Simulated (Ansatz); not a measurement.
# Decaying states in the gap of LaAlBr6

Wanted: the relaxed cell of LaAlBr6, its band edges and its decay constants. It is built by putting Al for part of the La in the LaBr3 structure of space group P6_3/m, with the volume rescaled by atomic radii. The parent structure comes from the Materials Project.

Method: r2SCAN DFT, plane waves, PAW files, in the first sound run; inputs show where later runs differ, in Ansatz 0.2.0.

The structure was built from a prototype and need not be the compound's stable phase.

## Step 1: The starting structure

Symmetry: P-6, No. 174, hexagonal system. The conventional cell has a = 7.656 Å, b = 7.656 Å, c = 4.287 Å, α = 90.00°, β = 90.00°, γ = 120.00°. Nearest to Al lie 9 Br at 2.95 to 3.03 Å. La has 9 Br at 2.95 to 3.03 Å nearest. Nearest to Br lie 2 La at 2.95 Å and 1 Al at 3.03 Å. Br has 2 Al at 2.95 Å and 1 La at 3.03 Å nearest. It derives from LaBr3. Al for part of the La in the LaBr3 structure of space group P6_3/m. Farther neighbours and most contacts between anions are not listed.

Structure file:

```cif
data_structure
_symmetry_space_group_name_H-M 'P 1'
_symmetry_Int_Tables_number 1
_cell_length_a 7.6560
_cell_length_b 7.6560
_cell_length_c 4.2875
_cell_angle_alpha 90.000
_cell_angle_beta 90.000
_cell_angle_gamma 120.000
_cell_volume 217.64
loop_
_atom_site_label
_atom_site_type_symbol
_atom_site_fract_x
_atom_site_fract_y
_atom_site_fract_z
_atom_site_occupancy
Al1 Al 0.66667 0.33333 0.75000 1
La2 La 0.33333 0.66667 0.25000 1
Br3 Br 0.61344 0.70019 0.75000 1
Br4 Br 0.91325 0.61344 0.25000 1
Br5 Br 0.38656 0.29981 0.25000 1
Br6 Br 0.08675 0.38656 0.75000 1
Br7 Br 0.29981 0.91325 0.75000 1
Br8 Br 0.70019 0.08675 0.25000 1
```

## Step 2: Cell and atoms at rest

The substituted atoms don't fit the parent's cell, so cell and atoms relax together. A small smearing keeps the run stable in case the gap closes on the way.

File input.yaml:

```yaml
crystal:
  lattice:
    - [7.656004114, 0.0, 0.0]
    - [-3.828002057, 6.6302940542, 0.0]
    - [0.0, 0.0, 4.2874879439]
  atoms:
    - { symbol: Al, position: [0.6666666667, 0.3333333333, 0.75] }
    - { symbol: La, position: [0.3333333333, 0.6666666667, 0.25] }
    - { symbol: Br, position: [0.61344323, 0.70019478, 0.75] }
    - { symbol: Br, position: [0.91324845, 0.61344323, 0.25] }
    - { symbol: Br, position: [0.38655677, 0.29980522, 0.25] }
    - { symbol: Br, position: [0.08675155, 0.38655677, 0.75] }
    - { symbol: Br, position: [0.29980522, 0.91324845, 0.75] }
    - { symbol: Br, position: [0.70019478, 0.08675155, 0.25] }
kpoints:
  mp_grid: { grid: [4, 4, 6] }
scf:
  occupations: { method: gaussian, width: 0.03 }
hamiltonian:
  xc: r2scan
output:
  forces: true
  stress: true
relax:
  f_tol: 0.02
  max_steps: 60
  cell: {}
```

Launch:

```bash
> ansatz run input.yaml --threads 2 --pin off --max-ram 4096MiB --backend cpu --events-out ev --progress --plain --runs-dir out
```

Numbers of over 12 decimals in the logs are rounded to 6 here.

What it wrote:

```text
Engine: ansatz 0.2.0, aarch64-unknown-linux-gnu
Pseudopotentials: kind: paw
Pseudopotential: Al, paw, valence charge 3, recommended cutoff 500 eV (meta_gga), Al.paw.azcp
Pseudopotential: La, paw, valence charge 11, recommended cutoff 500 eV (meta_gga), La.paw.azcp
Pseudopotential: Br, paw, valence charge 7, recommended cutoff 500 eV (meta_gga), Br.paw.azcp
Functional definition: r2SCAN
  parameter k0 = 0.174
  parameter k1 = 0.065
  parameter a1 = 4.9479
  exchange = r2scan_x(k0 = k0, k1 = k1, a1 = a1)
  correlation = r2scan_c
Crystal: 8 atoms, lattice volume = 217.640 Å³
Basis set: ecut = 500 eV, 5463 PW (Γ), exchange–correlation on 240×240×128 points (64 copies of the dense FFT grid, shifted against one another)
Bands: 36, of which v1, the nominal top of the filled ones, is band 28 counted from 1 (27 counted from 0)
Symmetry: 6 space group operations
Space group: P-6 (ITA 174), of the structure as read, at distance tolerance 6.0e-5 Å
k-points: 16 of 96 (time reversal used)
Non-local potential: Al, projectors of the file, l = 0: 2, l = 1: 2, l = 2: 1
Non-local potential: La, projectors of the file, l = 0: 3, l = 1: 2, l = 2: 2, l = 3: 3
Non-local potential: Br, projectors of the file, l = 0: 2, l = 1: 2, l = 2: 2
PAW form: soft (Blöchl's): semilocal exchange-correlation on the pseudo side does not see the compensation charge
PAW frozen core: Al, regenerated for the run's functional (the file was generated under x = pbe(κ = 0.804, μ = 0.219515), c = pbe(β = 0.066725))
PAW frozen core: La, regenerated for the run's functional (the file was generated under x = pbe(κ = 0.804, μ = 0.219515), c = pbe(β = 0.066725))
PAW frozen core: Br, regenerated for the run's functional (the file was generated under x = pbe(κ = 0.804, μ = 0.219515), c = pbe(β = 0.066725))
PAW one-centre angular grid: Al, 302 points (default); XC on 160 Gauss nodes
PAW one-centre angular grid: La, 974 points (default); XC on 160 Gauss nodes
PAW one-centre angular grid: Br, 302 points (default); XC on 160 Gauss nodes
Initial density: superposition of atomic densities (neutral atoms: chi_scale 0, normalization atom), corrected by the library's trained network
Initial wavefunctions: pseudopotential atomic-orbital guess
Functional: x = r2scan, c = r2scan; τ floored in thin density (d = 2e-4 eV/Å³)
SCF iter   1: F=—  HF=-23572.647630 eV  |F-HF|=—  |Δ(HF+E_count)|=         —  Δρ=8.14e-3  dr2=3.76e-1  dr2_τ=3.08e-2  ethr=1.77e-3  ⟨swp⟩=6.8  Hψ=2625  notcnv=0  defer=1
preconditioner: auto → Resta (q_TF=auto, 2.176 Å⁻¹)  ε∞=4.0  [insulator: Δε(μ)=1.134 eV  Ē_g=10.661 eV  σ=0.030 eV  W_gap=1.00  n_scr=32 (ndim 8)  ℏωp=18.5 eV  f_vac=0.049  D(μ)=0.00/eV (n_scr^D=0)  ε∞_Penn≈4.0]
SCF iter   2: F=—  HF=-23572.686696 eV  |F-HF|=—  |Δ(HF+E_count)|=   3.91e-2  Δρ=3.55e-3  dr2=5.81e-2  dr2_τ=1.67e-3  ethr=6.72e-4  ⟨swp⟩=4.0  Hψ=1338  notcnv=0  defer=27
SCF iter   3: F=—  HF=-23572.680571 eV  |F-HF|=—  |Δ(HF+E_count)|=   6.13e-3  Δρ=9.83e-4  dr2=2.19e-3  dr2_τ=6.65e-5  ethr=1.04e-4  ⟨swp⟩=3.2  Hψ=1021  notcnv=0  defer=11
automatic band count: iteration 3 solves 35 bands in place of 36: the levels show a gap, and the empty bands left out lie too high to hold charge; the band table lists the bands solved (type scf.n_extra_bands for more)
SCF iter   4: F=—  HF=-23572.680858 eV  |F-HF|=—  |Δ(HF+E_count)|=   2.86e-4  Δρ=1.55e-4  dr2=1.40e-4  dr2_τ=1.28e-5  ethr=3.92e-6  ⟨swp⟩=2.1  Hψ=1064  notcnv=0  defer=11
SCF iter   5: F=—  HF=-23572.680839 eV  |F-HF|=—  |Δ(HF+E_count)|=   1.90e-5  Δρ=5.88e-5  dr2=8.65e-6  dr2_τ=6.91e-7  ethr=2.50e-7  ⟨swp⟩=2.0  Hψ=1010  notcnv=0  defer=11
SCF iter   6: F=—  HF=-23572.680732 eV  |F-HF|=—  |Δ(HF+E_count)|=   1.07e-4  Δρ=9.78e-6  dr2=4.12e-7  dr2_τ=2.80e-8  ethr=1.55e-8  ⟨swp⟩=2.0  Hψ=838  notcnv=0  defer=11
SCF iter   7: F=-23572.680732 eV  HF=-23572.680732 eV  |F-HF|=3.18e-8  |Δ(HF+E_count)|=   3.29e-7  Δρ=2.76e-6  dr2=4.85e-8  dr2_τ=4.72e-10  ethr=1.79e-10  ⟨swp⟩=5.0  Hψ=2346  notcnv=0
SCF 1 converged in 7 iterations: F = -23572.680732 eV  dr2 = 4.85e-8
  greatest PAW one-centre occupation: 0.967 electrons in one spin orbital (limit 2), on the La atom at site 1 (counted from 0), in its partial waves of l = 0
relax step   1: F+E_penalty+E_count = -23572.68073237 eV  Δ(F+E_penalty+E_count) = +0.000e0 eV  max|allowed force component| = 1.040e0 eV/Å  Δτ_max = 0.0000 Å  P = +2.537 GPa  Ω = 217.640 Å³  (7 SCF iters, dr2 threshold 1.00e-7 eV, accepted)
Crystal: 8 atoms, lattice volume = 228.934 Å³
Basis set: ecut = 500 eV, 5805 PW (Γ), exchange–correlation on 240×240×128 points (64 copies of the dense FFT grid, shifted against one another)
Initial density: handed on by an earlier stage of this run
Initial wavefunctions: those handed on with the density
iter 1 solved again at ethr=8.92e-4 eV; its pass at ethr=3.10e-3 eV (dr2=5.00e-1 eV) is discarded
SCF iter   1: F=—  HF=-23572.351940 eV  |F-HF|=—  |Δ(HF+E_count)|=         —  Δρ=8.17e-3  dr2=5.00e-1  dr2_τ=1.50e0  ethr=8.92e-4  ⟨swp⟩=1.1  Hψ=3889  notcnv=0
automatic band count: iteration 1 solves 32 bands in place of 36: the levels show a gap, and the empty bands left out lie too high to hold charge; the band table lists the bands solved (type scf.n_extra_bands for more)
preconditioner: auto → Resta (q_TF=auto, 2.158 Å⁻¹)  ε∞=4.5  [insulator: Δε(μ)=0.736 eV  Ē_g=9.682 eV  σ=0.030 eV  W_gap=1.00  n_scr=32 (ndim 8)  ℏωp=18.0 eV  f_vac=0.056  D(μ)=0.00/eV (n_scr^D=0)  ε∞_Penn≈4.5]
SCF iter   2: F=—  HF=-23573.049997 eV  |F-HF|=—  |Δ(HF+E_count)|=   6.98e-1  Δρ=3.72e-3  dr2=5.16e-2  dr2_τ=2.25e-3  ethr=8.92e-4  ⟨swp⟩=4.3  Hψ=1121  notcnv=0  defer=3
SCF iter   3: F=—  HF=-23573.046469 eV  |F-HF|=—  |Δ(HF+E_count)|=   3.53e-3  Δρ=1.51e-3  dr2=6.94e-3  dr2_τ=9.90e-5  ethr=9.21e-5  ⟨swp⟩=5.4  Hψ=1051  notcnv=0  defer=4
SCF iter   4: F=—  HF=-23573.046897 eV  |F-HF|=—  |Δ(HF+E_count)|=   4.27e-4  Δρ=2.65e-4  dr2=3.37e-4  dr2_τ=1.79e-5  ethr=1.24e-5  ⟨swp⟩=2.8  Hψ=1033  notcnv=0
SCF iter   5: F=—  HF=-23573.046881 eV  |F-HF|=—  |Δ(HF+E_count)|=   1.60e-5  Δρ=9.58e-5  dr2=3.77e-5  dr2_τ=6.74e-7  ethr=6.01e-7  ⟨swp⟩=2.4  Hψ=881  notcnv=0
SCF iter   6: F=—  HF=-23573.046912 eV  |F-HF|=—  |Δ(HF+E_count)|=   3.16e-5  Δρ=2.22e-5  dr2=3.05e-6  dr2_τ=9.65e-8  ethr=6.73e-8  ⟨swp⟩=2.0  Hψ=817  notcnv=0
SCF iter   7: F=-23573.046916 eV  HF=-23573.046915 eV  |F-HF|=4.28e-7  |Δ(HF+E_count)|=   3.16e-6  Δρ=7.05e-6  dr2=3.05e-7  dr2_τ=1.07e-8  ethr=1.43e-9  ⟨swp⟩=5.0  Hψ=2254  notcnv=0
SCF 2 converged in 7 iterations: F = -23573.046916 eV  dr2 = 3.05e-7
[...]
relax step   5: F+E_penalty+E_count = -23574.24040251 eV  Δ(F+E_penalty+E_count) = -3.470e-1 eV  max|allowed force component| = 1.503e-1 eV/Å  Δτ_max = 0.1249 Å  P = +2.286 GPa  Ω = 226.601 Å³  energy of the carried Pulay correction = -1.321e-3 eV  (6 SCF iters, dr2 threshold 8.00e-7 eV, accepted)
relax step   6: F+E_penalty+E_count = -23574.34151808 eV  Δ(F+E_penalty+E_count) = -1.011e-1 eV  max|allowed force component| = 6.198e-1 eV/Å  Δτ_max = 0.1637 Å  P = +2.562 GPa  Ω = 242.318 Å³  energy of the carried Pulay correction = -3.513e-3 eV  (7 SCF iters, dr2 threshold 8.00e-7 eV, accepted)
relax step   7: F+E_penalty+E_count = -23574.51507825 eV  Δ(F+E_penalty+E_count) = -1.736e-1 eV  max|allowed force component| = 3.179e-1 eV/Å  Δτ_max = 0.0585 Å  P = +0.723 GPa  Ω = 261.921 Å³  energy of the carried Pulay correction = -6.047e-3 eV  (7 SCF iters, dr2 threshold 8.00e-7 eV, accepted)
relax step   8: F+E_penalty+E_count = -23574.52515838 eV  Δ(F+E_penalty+E_count) = -1.008e-2 eV  max|allowed force component| = 2.486e-1 eV/Å  Δτ_max = 0.0408 Å  P = +0.095 GPa  Ω = 269.517 Å³  energy of the carried Pulay correction = -6.975e-3 eV  (6 SCF iters, dr2 threshold 8.00e-7 eV, accepted)
relax step   9: F+E_penalty+E_count = -23574.54296725 eV  Δ(F+E_penalty+E_count) = -1.781e-2 eV  max|allowed force component| = 1.480e-2 eV/Å  Δτ_max = 0.0682 Å  P = -0.052 GPa  Ω = 272.484 Å³  energy of the carried Pulay correction = -7.330e-3 eV  (6 SCF iters, dr2 threshold 8.00e-7 eV, accepted)
relax step  10: F+E_penalty+E_count = -23574.54358697 eV  Δ(F+E_penalty+E_count) = -6.197e-4 eV  max|allowed force component| = 1.616e-3 eV/Å  Δτ_max = 0.0139 Å  P = -0.024 GPa  Ω = 272.415 Å³  energy of the carried Pulay correction = -7.322e-3 eV  (5 SCF iters, dr2 threshold 5.27e-8 eV, accepted)
relax step  11: F+E_penalty+E_count = -23574.54363588 eV  Δ(F+E_penalty+E_count) = -4.891e-5 eV  max|allowed force component| = 1.398e-3 eV/Å  Δτ_max = 0.0007 Å  P = -0.004 GPa  Ω = 272.392 Å³  energy of the carried Pulay correction = -7.319e-3 eV  (4 SCF iters, dr2 threshold 1.25e-8 eV, accepted)
relax step  12: F+E_penalty+E_count = -23574.55687500 eV  Δ(F+E_penalty+E_count) = -1.324e-2 eV  max|allowed force component| = 6.917e-4 eV/Å  Δτ_max = 0.0000 Å  P = +0.041 GPa  Ω = 272.392 Å³  stress off target by 7.42e-2 GPa  SCF on the basis re-selected at this cell (its energy is not comparable with the rows above)  (6 SCF iters)
relax step  13: F+E_penalty+E_count = -23574.55739421 eV  Δ(F+E_penalty+E_count) = -5.192e-4 eV  max|allowed force component| = 5.013e-3 eV/Å  Δτ_max = 0.0088 Å  P = +0.026 GPa  Ω = 274.720 Å³  energy of the carried Pulay correction = -2.777e-4 eV  (7 SCF iters, dr2 threshold 1.38e-8 eV, accepted)
relax step  14: F+E_penalty+E_count = -23574.55736027 eV  Δ(F+E_penalty+E_count) = +3.394e-5 eV  max|allowed force component| = 8.313e-4 eV/Å  Δτ_max = 0.0036 Å  P = +0.003 GPa  Ω = 275.849 Å³  energy of the carried Pulay correction = -4.122e-4 eV  (8 SCF iters, accepted)
iter 1 solved again at ethr=4.51e-7 eV; its pass at ethr=3.10e-3 eV (dr2=2.52e-4 eV) is discarded
SCF iter   1: F=—  HF=-23574.557751 eV  |F-HF|=—  |Δ(HF+E_count)|=         —  Δρ=1.00e-5  dr2=2.96e-8  dr2_τ=1.47e-7  ethr=4.51e-7  ⟨swp⟩=3.5  Hψ=4395  notcnv=0
eigensolver tolerance schedule: the retry pair's looser diagonalisation over-reported the residual by 8525.35 of it (diagonalisation noise at an unbounded share of the residual, at the tolerance the schedule requests for it); recorded, not acted on — ethr = c·dr2/N_el stays at c = 1.0e-1
preconditioner: auto → Resta (q_TF=auto, 2.092 Å⁻¹)  ε∞=3.7  [insulator: Δε(μ)=2.709 eV  Ē_g=10.047 eV  σ=0.030 eV  W_gap=1.00  n_scr=44 (ndim 8)  ℏωp=16.4 eV  f_vac=0.130  D(μ)=0.00/eV (n_scr^D=0)  ε∞_Penn≈3.7]
SCF iter   2: F=—  HF=-23574.557766 eV  |F-HF|=—  |Δ(HF+E_count)|=   1.47e-5  Δρ=5.26e-6  dr2=8.75e-9  dr2_τ=2.32e-8  ethr=5.28e-11  ⟨swp⟩=3.9  Hψ=1642  notcnv=0
SCF iter   3: F=—  HF=-23574.557766 eV  |F-HF|=—  |Δ(HF+E_count)|=   4.42e-8  Δρ=1.99e-6  dr2=1.02e-9  dr2_τ=3.10e-9  ethr=1.56e-11  ⟨swp⟩=2.0  Hψ=1020  notcnv=0
SCF iter   4: F=-23574.557766 eV  HF=-23574.557766 eV  |F-HF|=1.09e-11  |Δ(HF+E_count)|=   8.92e-9  Δρ=1.04e-7  dr2=2.70e-11  dr2_τ=8.43e-12  ethr=1.00e-12  ⟨swp⟩=4.0  Hψ=2831  notcnv=0
SCF 15 converged in 4 iterations: F = -23574.557766 eV  dr2 = 2.70e-11
relax step  15: F+E_penalty+E_count = -23574.55776621 eV  Δ(F+E_penalty+E_count) = -4.059e-4 eV  max|allowed force component| = 8.206e-4 eV/Å  Δτ_max = 0.0000 Å  P = +0.004 GPa  Ω = 275.849 Å³  stress off target by 5.80e-3 GPa  SCF on the basis re-selected at this cell (its energy is not comparable with the rows above)  (4 SCF iters)
basis re-selected at this cell: Δ(F+E_penalty+E_count) = -4.059e-4 eV, ΔP = +0.000 GPa vs the last step (what re-selecting the basis moved, of the pressure what is left beyond the Pulay correction that the steps carried, after the strain that the cell walked since its last selection, with what the two solves' SCF thresholds leave and, on support functions, any second-order correction that the steps lacked; it is no m [...]
SCF converged after 4 iterations
Free energy (F): -23574.557766 eV
Harris-Foulkes:  -23574.557766 eV  (|F-HF|=1.09e-11)
Internal energy: -23574.557766 eV  (E = F + TS)
E sigma→0 (E₀):  -23574.557766 eV
Fermi energy:    3.089098 eV
--- Per-component energies (eV) ---
  E_band       = -289.359613
  E_kinetic    = 1018.000554
  E_local      = -2601.894797  (includes V_loc(G=0)·N_el)
  E_nonlocal   = 522.955310
  E_hartree    = 868.270920
  E_xc         = -1673.076562
  E_vxc        = -878.256107  (∫ρ·V_xc dr)
  E_paw        = -19532.279928  (= ΣΔE_a)
  E_vpaw       = -130.825890  (= ΣTr[D̂ρ^β])
  E_aug_tail   = -0.000001  (compensation charges beyond the density's cutoff)
  E_vtau       = 44.119405  (kinetic-family band-sum trace: ∫τ·v_τ [+ j·A + Jᵃ·Aᵃ] dr)
  E_ewald      = -2175.592505
  E_core_change = -0.940758  (= ΣΔE_core)
  E_smearing   = -0.000000  (= −TS)
  E_closure    = 0.000000  (closes the sum)
  Σ components = -23574.557766   (vs F -23574.557766, Δ=0.00e0)
--- Forces (eV/Å), atoms counted from 1 ---
  atom   1  Al     0.00000000    -0.00000000     0.00000000
  atom   2  La     0.00000000     0.00000000     0.00000000
  atom   3  Br     0.00072324     0.00006622     0.00000000
  atom   4  Br    -0.00030935    -0.00076892     0.00000000
  atom   5  Br     0.00082058     0.00011655     0.00000000
  atom   6  Br    -0.00030427    -0.00065945    -0.00000000
  atom   7  Br    -0.00041897     0.00059323    -0.00000000
  atom   8  Br    -0.00051123     0.00065237    -0.00000000
  max |Σ_I F_I| component: 1.19e-18 eV/Å
--- Stress (GPa, compression-positive) ---
        0.002387      -0.000002      -0.000000
        0.000002       0.002387      -0.000000
       -0.000000      -0.000000       0.005801
  P = ⅓ Tr σ = 0.0035 GPa (0.035 kbar)
--- Relaxed structure (13 steps of the walk, 13 accepted, 2 SCFs on fresh bases) ---
  F+E_penalty+E_count = -23574.55776621 eV   max|allowed force component| = 8.206e-4 eV/Å   (the final SCF, on the basis selected at the relaxed cell)
  cell:  # Å, volume = 275.8489 Å³
    - [9.347468, 9.740274410864954e-17, 0]
    - [-4.673734, 8.095145, 0]
    - [0, 0, 3.645462]
  atoms:
    - { symbol: Al, position: [0.666667, 0.333333, 0.750000] }
    - { symbol: La, position: [0.333333, 0.666667, 0.250000] }
    - { symbol: Br, position: [0.607074, 0.742128, 0.750000] }
    - { symbol: Br, position: [0.856914, 0.548017, 0.250000] }
    - { symbol: Br, position: [0.451983, 0.308898, 0.250000] }
    - { symbol: Br, position: [0.135054, 0.392926, 0.750000] }
    - { symbol: Br, position: [0.257872, 0.864946, 0.750000] }
    - { symbol: Br, position: [0.691102, 0.143086, 0.250000] }
```

Elapsed: 3 min, on 2 threads of Arm Neoverse V2, shared host; peak memory 1.1 GiB; 6 min of CPU time.

Relaxation path:

```tsv
step	energy less that of the first step (eV)	largest force component (eV/Å)	pressure (GPa)	volume (Å³)
1	0.0000	1.0404	2.54	217.64
2	-0.3662	0.5965	-1.17	228.93
3	-0.7720	0.5880	-0.30	225.90
4	-1.2127	0.3918	1.21	223.54
5	-1.5597	0.1503	2.29	226.60
6	-1.6608	0.6198	2.56	242.32
7	-1.8343	0.3179	0.72	261.92
8	-1.8444	0.2486	0.10	269.52
9	-1.8622	0.0148	-0.05	272.48
10	-1.8629	0.0016	-0.02	272.42
11	-1.8629	0.0014	0.00	272.39
12*	-1.8761	0.0007	0.04	272.39
13	-1.8767	0.0050	0.03	274.72
14	-1.8766	0.0008	0.00	275.85
15*	-1.8770	0.0008	0.00	275.85
```

Relaxation steps marked * repeat the geometry before them on a plane-wave basis chosen anew for their cell, so energy and pressure can jump there.

Forces are held to the 6 operations that the run works with; a distortion that breaks them can't arise in this run.

```tsv
cell as run	before	after	change
a (Å)	7.656	9.347	+22.1 %
b (Å)	7.656	9.347	+22.1 %
c (Å)	4.287	3.645	-15.0 %
volume (Å³/atom)	27.20	34.48	+26.7 %
```

The atoms that moved most (Å, as changes of fractional coordinates times the final cell):

```tsv
atom	dx	dy	dz	length
Br5	0.569	0.074	0.000	0.574
Br8	-0.348	0.456	0.000	0.574
Br4	-0.221	-0.530	0.000	0.574
Br6	0.422	0.052	0.000	0.425
Br3	-0.256	0.339	0.000	0.425
Br7	-0.166	-0.391	0.000	0.425
```

The relaxed structure:

```cif
data_structure
_symmetry_space_group_name_H-M 'P 1'
_symmetry_Int_Tables_number 1
_cell_length_a 9.3475
_cell_length_b 9.3475
_cell_length_c 3.6455
_cell_angle_alpha 90.000
_cell_angle_beta 90.000
_cell_angle_gamma 120.000
_cell_volume 275.85
loop_
_atom_site_label
_atom_site_type_symbol
_atom_site_fract_x
_atom_site_fract_y
_atom_site_fract_z
_atom_site_occupancy
Al1 Al 0.66667 0.33333 0.75000 1
La2 La 0.33333 0.66667 0.25000 1
Br3 Br 0.60707 0.74213 0.75000 1
Br4 Br 0.85691 0.54802 0.25000 1
Br5 Br 0.45198 0.30890 0.25000 1
Br6 Br 0.13505 0.39293 0.75000 1
Br7 Br 0.25787 0.86495 0.75000 1
Br8 Br 0.69110 0.14309 0.25000 1
```

This step gave:

```yaml
free_energy: -23574.5578 eV
fermi_energy: 3.089 eV
pressure: 0.003525 GPa
```

The largest force component on a free atom ends at 8.2e-4 eV/Å.

[end of part 1 of 3]

[Logs are printed without paths, hosts, clocks, repeated set-up lines and the standing remarks that a program may print on its own settings, such as how far it seeks lower states.]

[Hosts, paths, dates, database ids (printed as entryN), source tags and the programs' standing remarks are cut or masked in the printed files.]
